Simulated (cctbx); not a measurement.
## Accept or mend?

Cell a = 3.8160 Å, b = 4.7150 Å, c = 8.3750 Å, α = 90.00°, β = 90.00°, γ = 90.00°; space group Pmmm (no. 47). The compound is Ni10SnBi.

Simulated single-crystal data (cctbx): synchrotron X-rays, λ = 0.4959 Å, to d = 0.8 Å, 80 % of the full sphere, strongest reflection 5000 counts, noise from counting, a 3 % proportional error and a noise floor of 2 counts (s.d.); no absorption.

An isotropic refinement with weights 1/σ² prints:

```text
Rint 0.042, 214 unique reflections to 0.80 A
cycle     R1     wR2    GooF  max shift (A)
   1  0.6067  0.8996  22.366   0.05974
  12  0.0697  0.3415   8.490   0.00383
final R1 0.0697 wR2 0.3416 GooF 8.494  parameters 15  data/parameter 14.3
atom        x        y        z      Ueq    occ   su(xyz)  su(Uiso or U11)
Bi1    0.00000  0.00000  0.50000   0.0093  1.000  0.00000  0.0019
Sn1    0.00000  0.50000  0.00000   0.0119  1.000  0.00000  0.0026
Ni1    0.50000  0.77106  0.76120   0.0135  1.000  0.00257  0.0026
Ni2    0.50000  0.00000  0.00000   0.0128  1.000  0.00000  0.0044
Ni3    0.50000  0.50000  0.50000   0.0117  1.000  0.00000  0.0043
Ni4    0.00000  0.50000  0.67831   0.0141  1.000  0.00183  0.0033
Ni5    0.00000  0.00000  0.16450   0.0133  1.000  0.00178  0.0033
Ni6    0.74233  0.25171  0.24893   0.6675  1.000  0.03805  0.0380
difference map: max 22.34 min -2.13 rms 1.17
Q1    0.0000  0.0000  0.5000    1   23.23  0.00 A from Bi1
Q2    0.0000  0.5000  0.0000    1   12.57  0.00 A from Sn1
Q3    0.5000  0.0000  0.0000    1    6.75  0.00 A from Ni2
Q4    0.0000  0.5000  0.3274    2    6.11  0.05 A from Ni4
Q5    0.5000  0.5000  0.5000    1    5.69  0.00 A from Ni3
Q6    0.0000  0.0000  0.1643    2    5.65  0.00 A from Ni5
```

**Question.** Can this result stand? If not, what is the likely fault?

Mend it. The fault: spurious atom: Ni6. Against the right model at the same level, R1 goes from 0.0183 to 0.0697 and GooF from 0.90 to 8.49, Ni6 takes U = 0.67 Å² and the top difference peak, 23.2 e/Å³, lies on Bi1. A site with no density behind it hides by a very large U or drifts. The fit had not settled when the cycles ran out.

The compound is Ni10SnBi. The right model at the same level gives:

```text
Rint 0.042, 214 unique reflections to 0.80 A
cycle     R1     wR2    GooF  max shift (A)
   1  0.0896  0.1797   4.423   0.03443
   2  0.0183  0.0367   0.903   0.00000
final R1 0.0183 wR2 0.0367 GooF 0.903  parameters 11  data/parameter 19.5
atom        x        y        z      Ueq    occ   su(xyz)  su(Uiso or U11)
Bi1    0.00000  0.00000  0.50000   0.0093  1.000  0.00000  0.0002
Sn1    0.00000  0.50000  0.00000   0.0119  1.000  0.00000  0.0002
Ni1    0.50000  0.77105  0.76120   0.0135  1.000  0.00024  0.0002
Ni2    0.50000  0.00000  0.00000   0.0127  1.000  0.00000  0.0004
Ni3    0.50000  0.50000  0.50000   0.0116  1.000  0.00000  0.0004
Ni4    0.00000  0.50000  0.67832   0.0140  1.000  0.00017  0.0003
Ni5    0.00000  0.00000  0.16451   0.0132  1.000  0.00017  0.0003
difference map: max 1.11 min -1.36 rms 0.28
Q1    0.5000  0.1580  0.0940    4    1.13  1.08 A from Ni2
Q2    0.0000  0.1511  0.1317    4    0.96  0.76 A from Ni5
Q3    0.2403  0.5000  0.2073    4    0.86  1.33 A from Ni4
Q4    0.5000  0.3886  0.2201    4    0.81  0.77 A from Ni1
Q5    0.3900  0.5000  0.3260    4    0.80  1.49 A from Ni4
Q6    0.0000  0.2418  0.0000    2    0.79  1.22 A from Sn1
```

The model was made for the exercise: a known structure type with other elements put in, its volume estimated, not relaxed; displacement parameters are assumed.

[Middle refinement cycles are left out of these outputs.]

[Logs are printed without paths, hosts, clocks, repeated set-up lines and the standing remarks that a program may print on its own settings, such as how far it seeks lower states.]
